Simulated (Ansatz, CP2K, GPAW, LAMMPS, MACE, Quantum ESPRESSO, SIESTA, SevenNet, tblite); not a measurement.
## Codes compared on amorphous Ge (61 atoms)

Aim: run amorphous Ge (61 atoms) in several programs and set results and cost side by side. A plane-wave run serves as the reference.

Main program and level: Ansatz 0.2.0; Kohn-Sham DFT, PBE, PAW, plane waves.

### 1. Starting point

The cell holds 61 atoms: 61 Ge. Cell: a = 11.099 Å, b = 11.099 Å, c = 11.099 Å, α = 90.0°, β = 90.0°, γ = 90.0°. 61 atoms (61 Ge) placed at random at 5.38 g/cm³, melted at 3500 K for 10 ps at fixed volume with the Tersoff potential (Tersoff, Phys. Rev. B 39, 5566 (1989)). Quenched from 3500 K to 100 K at 5 K/ps and fixed volume, held 5 ps, then minimised at fixed cell.

### 2. Reference: Ansatz, plane waves

The PAW files are the set soft_2.

File input.yaml:

```yaml
crystal:
  lattice:
    - [11.0988, 0.0, 0.0]
    - [0.0, 11.0988, 0.0]
    - [0.0, 0.0, 11.0988]
  atoms:
    - { symbol: Ge, position: [0.3446, 0.32374, 0.87106] }
    - { symbol: Ge, position: [0.84723, 0.10943, 0.56535] }
    - { symbol: Ge, position: [0.69746, 0.86081, 0.35585] }
    - { symbol: Ge, position: [0.32014, 0.76232, 0.44658] }
    [... 51 atom lines left out ...]
    - { symbol: Ge, position: [0.84557, 0.81395, 0.85627] }
    - { symbol: Ge, position: [0.69243, 0.12927, 0.75792] }
    - { symbol: Ge, position: [0.79148, 0.48838, 0.23707] }
    - { symbol: Ge, position: [0.19292, 0.06704, 0.49937] }
    - { symbol: Ge, position: [0.16645, 0.86111, 0.5684] }
    - { symbol: Ge, position: [0.97495, 0.77935, 0.507] }
kpoints:
  mp_grid: { grid: [1, 1, 1] }
hamiltonian:
  xc: pbe
scf:
  occupations: { method: fermi_dirac, width: 0.05 }
output:
  forces: true
  eigenvalues: true
  populations: true
  stress: true
```

Launch:

```console
$ ansatz run input.yaml --threads 4 --pin off --max-ram 8192MiB --backend cpu --events-out ev --progress --plain --runs-dir out
```

Numbers of over 12 decimals in the logs are rounded to 6 here.

What it wrote:

```text
[...]
Pseudopotentials: kind: paw
Pseudopotential: Ge, paw, valence charge 14, recommended cutoff 420 eV (normal), Ge.paw.azcp
[... 5 lines on functional and potentials left out ...]
Crystal: 61 atoms, lattice volume = 1367.187 Å³
Basis set: ecut = 420 eV, 26745 PW (Γ), exchange–correlation on 150×150×150 points (8 copies of the dense FFT grid, shifted against one another)
Bands: 513, of which v1, the nominal top of the filled ones, is band 427 counted from 1 (426 counted from 0)
Symmetry: 1 space group operations
Space group: P1 (ITA 1), of the structure as read, at distance tolerance 1.1e-4 Å
k-points: 1
[... 3 lines on functional and potentials left out ...]
Initial density: superposition of atomic densities (neutral atoms: chi_scale 0, normalization atom), corrected by the library's trained network
Initial wavefunctions: pseudopotential atomic-orbital guess
[...]
SCF iter   1: F=—  HF=-261977.471320 eV  |F-HF|=—  |Δ(HF+E_count)|=         —  Δρ=4.03e-3  dr2=7.46e-1  ethr=1.77e-3  ⟨swp⟩=5.0  Hψ=1687  notcnv=0  defer=44
preconditioner: auto → LDOS  [metal: Δε(μ)=0.052 eV  Ē_g=22.280 eV  σ=0.050 eV  W_gap=0.25  n_scr=364 (ndim 8)  ℏωp=29.3 eV  f_vac=0.072  D(μ)=23.89/eV (n_scr^D=122)  β→1.0]
[...]
SCF iter   9: F=—  HF=-261977.313955 eV  |F-HF|=—  |Δ(HF+E_count)|=   1.91e-7  Δρ=3.59e-6  dr2=4.52e-7  ethr=2.72e-10  ⟨swp⟩=2.0  Hψ=873  notcnv=0  defer=67
SCF iter  10: F=-261977.313955 eV  HF=-261977.313955 eV  |F-HF|=4.67e-8  |Δ(HF+E_count)|=   3.36e-8  Δρ=1.45e-6  dr2=6.72e-8  ethr=1.17e-11  ⟨swp⟩=9.0  Hψ=2158  notcnv=0
SCF 1 converged in 10 iterations: F = -261977.313955 eV  dr2 = 6.72e-8
[...]
SCF converged after 10 iterations
Free energy (F): -261977.313955 eV
Harris-Foulkes:  -261977.313955 eV  (|F-HF|=4.67e-8)
Internal energy: -261977.109282 eV  (E = F + TS)
E sigma→0 (E₀):  -261977.211618 eV
Entropy (-TS):   -0.204673 eV (-3.355 meV/atom)
Fermi energy:    8.365301 eV
--- Per-component energies (eV) ---
[...]
Σ components = -261977.313955   (vs F -261977.313955, Δ=0.00e0)
--- Forces (eV/Å), atoms counted from 1 ---
  atom   1  Ge     0.20702629     0.30286898     0.08266661
  atom   2  Ge     0.12977138    -0.35545986     0.33972313
  atom   3  Ge    -0.28575984    -0.09210764    -0.38624916
  atom   4  Ge     0.27668443     0.23707234    -0.21878405
[...]
atom  61  Ge     0.07018903     0.07322786     0.13291433
  max |Σ_I F_I| component: 2.85e-5 eV/Å
--- Stress (GPa, compression-positive) ---
        5.192207      -0.496269       0.344373
       -0.496269       6.422704      -0.880755
        0.344373      -0.880755       4.824433
  P = ⅓ Tr σ = 5.4798 GPa (54.798 kbar)
--- Band table (eV) ---
  k-point 0: bands = ["-16.4023", "-16.3725", "-16.3656", "-16.3521", [... 497 levels ...], "13.5788", "13.6341", "13.6933", "13.7341", "13.8420", "13.8675", "13.9724", "14.0040", "14.0342", "14.0884", "14.1030", "14.1845"]
--- Löwdin populations: 61 sites ---
  site symbol       q [e]
     0     Ge     13.9814
     1     Ge     13.9738
     2     Ge     13.9932
[...]
60     Ge     13.9906
  spilling = 0.001697 (of n_electrons = 854.000000)
```

Run time: 24 s. Hardware: 4 threads of Arm Neoverse V2, shared host; peak memory 2 GiB; 92 s of CPU time.

The run gave:

* free energy: -261977.3140 eV
* free energy per atom: -4294.7101 eV/atom
* SCF cycles: 10
* pressure: 5.48 GPa
* r.m.s. force component: 0.2251 eV/Å
* longest force: 0.8563 eV/Å
* Fermi energy: 8.365 eV
* levels partly filled by over 2 per cent: 4
* spilling of the projection: 0.001697

Neighbours are counted within 2.93 Å (Ge-Ge).

Length of the force by element and coordination:

```tsv
element	coordination	atoms	mean length of the force (eV/Å)	spread	least	most
Ge	all	61	0.355	0.160	0.0477	0.856
Ge	3	1	0.489	0	0.489	0.489
Ge	4	48	0.336	0.142	0.125	0.751
Ge	5	11	0.407	0.209	0.0477	0.856
Ge	6	1	0.600	0	0.600	0.600
```

The mean of these charges, 0.024 e, is only the charge that the projection spills.

Löwdin charges by element and coordination (they lack the spilled electrons, 0.024 e an atom on average):

```tsv
element	coordination	atoms	mean charge (e)	spread	least	most
Ge	all	61	0.0238	0.0246	-0.032	0.0863
Ge	3	1	0.0068	0	0.0068	0.0068
Ge	4	48	0.0263	0.0193	-0.0154	0.0702
Ge	5	11	0.0149	0.0399	-0.032	0.0863
Ge	6	1	0.0182	0	0.0182	0.0182
```

The levels nearest the highest filled one (over half full), pooled over k-points and spins:

```tsv
level less the highest filled one (eV)	occupation
-0.464	2
-0.376	2.00
-0.230	1.98
-0.0752	1.66
-0.0188	1.23
0	1.04
0.163	0.081
0.369	0.001
0.439	0
0.545	0
0.707	0
0.782	0
```

### 3. Structure statistics

Density 5.38 g/cm³, 22.41 Å³ an atom.

Pair distribution function in bins of 0.1 Å:

```tsv
r (Å)	total
2.25	0.00
2.35	1.87
2.45	5.84
2.55	2.62
2.65	1.17
2.75	0.54
2.85	0.00
2.95	0.00
3.05	0.12
3.15	0.06
3.25	0.11
3.35	0.31
3.45	0.40
3.55	0.51
3.65	1.10
3.75	1.54
3.85	2.13
3.95	2.06
4.05	1.85
4.15	2.03
4.25	1.59
4.35	0.93
4.45	1.00
4.55	0.71
4.65	0.89
4.75	0.78
4.85	1.09
4.95	0.93
5.05	0.62
5.15	0.70
5.25	0.85
5.35	0.76
5.45	0.83
```

Bonds by pair of elements; cutoffs follow the first minimum of g(r), held within bounds set by covalent radii, and pairs that aren't listed don't count as bonded:

```tsv
pair A-B	cutoff (Å)	bonds	mean length (Å)	spread (Å)	shortest (Å)	B about A	A about B
Ge-Ge	2.93	128	2.50	0.098	2.35	4.20	4.20
```

How many atoms have how many bonded neighbours:

```tsv
element	mean	3	4	5	6
Ge	4.20	1	48	11	1
```

Rings of the network by King's shortest-path rule, up to 12 atoms, one path for each pair of neighbours; H, halogens, alkali and alkaline-earth atoms are left out, and the last column divides by all other atoms, bonded or not:

```tsv
ring size (atoms)	rings	per network atom
3	3	0.049
4	8	0.131
5	35	0.574
6	61	1
7	31	0.508
8	2	0.033
```

### 4. What was run beside it

The programs:
- CP2K 2026.2: Gaussian basis with GTH pseudopotentials and a plane-wave density; labels give functional, basis (MOLOPT sets; SR short-range, UZH the newer set with its own potentials), grid cutoff/relative cutoff and solver (OT: orbital transformation; TRS4, TC2, SIGN: linear-scaling purification with its sparsity filter), or its built-in tight binding.
- GPAW 26.7.0: PAW with atomic orbitals (LCAO), plane waves or a real-space grid of spacing h.
- MACE: machine-learned potential, published weights.
- Quantum ESPRESSO 7.5: plane waves; labels (QE) give functional, pseudopotential set and cutoffs of waves/density.
- SIESTA 5.4.2: numerical atomic orbitals, whose automatically made sets are far from complete, with PseudoDojo norm-conserving potentials that we converted to its format (checked against plane waves on the same files for H, C, O, Si, Ge and Ca alone); labels give functional, basis size, energy shift and mesh cutoff.
- SevenNet: machine-learned potential, published weights.
- tblite 0.8.0: extended tight binding, driven from Python.

All use the same cell and atoms; the electronic-structure runs use the same k-mesh, and an electronic temperature of 580 K (0.05 eV) where levels are smeared.

Differences are against the plane-wave reference, forces as r.m.s. over components; share is that over the reference's r.m.s. force, slope the least-squares factor from reference forces to these. Total energies of different programs have different zeros and aren't compared.

```tsv
run	Δ force, r.m.s. (meV/Å)	share (%)	slope	Δ pressure (GPa)	cores	CPU time	memory (GiB)
reference	-	-	-	-	4	92 s	2.0
CP2K PBE+D3(BJ), DZVP-MOLOPT-SR, 350/50 Ry, diagonalisation	28.1	12.5	1.021	-1.24	2	77 s	1.8
CP2K PBE, DZVP-MOLOPT (SR for Ge), 350/50 Ry, diagonalisation	23.8	10.6	1.020	0.897	2	76 s	1.8
CP2K PBE, DZVP-MOLOPT-SR, 350/50 Ry, diagonalisation	23.8	10.6	1.020	0.897	2	76 s	1.8
CP2K PBE, DZVP-MOLOPT-SR, 350/70 Ry, diagonalisation	23.8	10.6	1.020	0.897	2	1.8 min	1.8
CP2K PBE, TZV2P-MOLOPT (SR for Ge), 350/50 Ry, diagonalisation	17.1	7.59	1.027	0.541	4	1.9 min	3.5
CP2K PBEsol, PBE potentials, DZVP-MOLOPT-SR, 350/50 Ry, diagonalisation	34.4	15.3	1.083	0.134	2	76 s	1.8
CP2K revPBE, PBE potentials, DZVP-MOLOPT-SR, 350/50 Ry, diagonalisation	23.9	10.6	0.995	1.19	2	75 s	1.8
GPAW PBE, LCAO dzp, h 0.2 Å	46.9	20.8	1.119	-	1	2.6 min	1.4
GPAW PBE, LCAO dzp, h 0.2 Å, other mixer settings	47.2	21.0	1.119	-	1	3.4 min	1.3
GPAW PBE, LCAO sz(dzp), h 0.2 Å (coarse)	157	69.8	1.406	-	1	48 s	1.0
GPAW RPBE, LCAO dzp, h 0.2 Å	62.1	27.6	1.155	-	1	2.6 min	1.4
MACE MP-0b2 small potential	195	86.7	0.506	-2.16	1	5.1 s	0.67
MACE MPA-0 medium potential	164	73.0	0.619	-0.620	1	6.2 s	0.77
QE PBE+D3(BJ), sssp-1.3.0-efficiency, 45/360 Ry	9.57	4.25	1.000	-2.42	4	10 min	4.0
QE PBE, sssp-1.3.0-efficiency, 45/360 Ry	2.50	1.11	0.998	-0.267	4	10 min	4.0
QE PBE, sssp-1.3.0-efficiency, 45/360 Ry, rmm-davidson	2.55	1.13	0.997	-0.262	4	9.5 min	4.2
SIESTA PBE, TZP, shift 0.01 Ry, mesh 300 Ry	91.8	40.8	1.175	1.55	2	6.6 min	1.8
SevenNet l3i5 potential	195	86.6	0.481	-1.30	1	7 s	0.95
tblite GFN1-xTB	127	56.2	0.797	1.64	1	5.3 s	0.13
```

Rows marked coarse were listed beforehand as settings not expected to be converged; some can still land near the reference.

Times of the machine-learned potentials are mostly Python's start and the loading of weights.

CPU time is summed over cores on a shared host, where runs went side by side, so it is rough. Symmetry, cutoffs, thresholds, outputs and thread counts weren't matched or tuned between programs; memory under MPI is the largest rank's times the ranks.

Runs without a result: CP2K GFN1-xTB, diagonalisation (not converged).

Within one program, basis, potentials and functional, energies share a zero. Each run against its twin at the usual cutoff or grid and solver:

```tsv
run	twin	Δ energy (meV/atom)	Δ force, r.m.s. (meV/Å)	CPU time over the twin's
CP2K PBE, DZVP-MOLOPT-SR, 350/70 Ry, diagonalisation	DZVP-MOLOPT-SR, 350/50 Ry, diagonalisation	3.0e-4	0.039	1.4
GPAW PBE, LCAO dzp, h 0.2 Å, other mixer settings	LCAO dzp, h 0.2 Å	0	1.78	1.3
QE PBE, sssp-1.3.0-efficiency, 45/360 Ry, rmm-davidson	sssp-1.3.0-efficiency, 45/360 Ry	0	0.646	0.94
```

### 5. What came out

```
reference r.m.s. force component                       : 0.225 eV/Å
nearest in forces                                      : a tie at 1.1 % of 2 runs: QE PBE, sssp-1.3.0-efficiency, 45/360 Ry; QE PBE, sssp-1.3.0-efficiency, 45/360 Ry, rmm-davidson
farthest in forces                                     : a tie at 87 % of 2 runs: MACE MP-0b2 small potential; SevenNet l3i5 potential
cheapest electronic-structure run beside the reference : tblite GFN1-xTB, 5.3 s of CPU time
```

**Reading.** PBE on plane waves or a grid with other potentials, cutoffs or grids, coarse settings apart, differs from the reference by 1.1 % in each run of the r.m.s. force; this holds the reference's own error, so differences of a few per cent don't tell which side is nearer the exact PBE result (QE's 45 Ry are 612 eV, against the reference's 420 eV). The PBE runs in local orbitals, coarse settings apart, differ by 7.6 % (CP2K PBE, TZV2P-MOLOPT (SR for Ge), 350/50 Ry, diagonalisation) to 41 % (SIESTA PBE, TZP, shift 0.01 Ry, mesh 300 Ry); basis, grid and potentials can all enter. Tight binding differs by 56 % (tblite GFN1-xTB); it is another model, with fitted parameters of its own, and the xTB methods hold dispersion. Machine-learned potentials differ by 73 % (MACE MPA-0 medium potential) to 87 % (MACE MP-0b2 small potential); they were trained on other programs' data. The reference samples few k-points for this cell, and its sampling error, which other DFT runs on the same mesh share, can be part of so large a difference. Among those trained on PBE data the slope goes as low as 0.48, with a correlation of 0.57, so directions differ as well as sizes. Rows with another functional or a dispersion term differ by 4.3 % (QE PBE+D3(BJ), sssp-1.3.0-efficiency, 45/360 Ry) to 28 % (GPAW RPBE, LCAO dzp, h 0.2 Å), which mixes the change of model with differences of basis and potentials, some of them made for another functional. Runs with settings chosen to be coarse differ by 70 % (GPAW PBE, LCAO sz(dzp), h 0.2 Å), their programs' other errors included. One electronic-structure run takes under half the reference's CPU time: tblite GFN1-xTB, at 56 % in 5.3 s against 92 s; its pressure misses by +1.6 GPa. GPAW PBE, LCAO dzp, h 0.2 Å stiffens the forces by a factor of 1.12 while following their directions (correlation 0.988); the slopes of the 4 GPAW runs lie between 1.12 and 1.41. In pressure, SIESTA PBE, TZP, shift 0.01 Ry, mesh 300 Ry misses by +1.5 GPa, at the same functional. In the reference: levels near the Fermi energy are neither full nor empty under the smearing, so no gap is quoted. In the reference: Löwdin charges run from -0.03 to +0.09 e, about a mean that is the spilled charge alone. Periodic xTB results under one method name differ between programs and library versions. The potentials hold different valence shells: 854 electrons in the reference, 244 in CP2K with DZVP-MOLOPT and 244 in GPAW; this bears on time and differences. GPAW's setups keep the filled d shell of Ge in the core. Machine-learned potentials mimic data converged in k, so the reference's own k-point error enters their differences. The quench rate of 5 K/ps is many orders above laboratory rates, so the cell is likely richer in defects and strain than a real sample. The network of bonds at the start is that of the classical potential that made the cell, and needn't be the one that DFT or experiment would give. The reference's pressure of 5.5 GPa belongs to a cell and atoms that aren't relaxed at this level. The electronic-structure runs sample only Γ, in a cell whose shortest periodic width is 11 Å, which is coarse for a cell with partly filled levels.

[Also dropped from logs without a mark: logging warnings of Python, and SIESTA's first energy breakdown and zero terms.]

[Logs are printed without paths, hosts, clocks, repeated set-up lines and the standing remarks that a program may print on its own settings, such as how far it seeks lower states.]

[Hosts, paths, dates, database ids (printed as entryN), source tags and the programs' standing remarks are cut or masked in the printed files.]
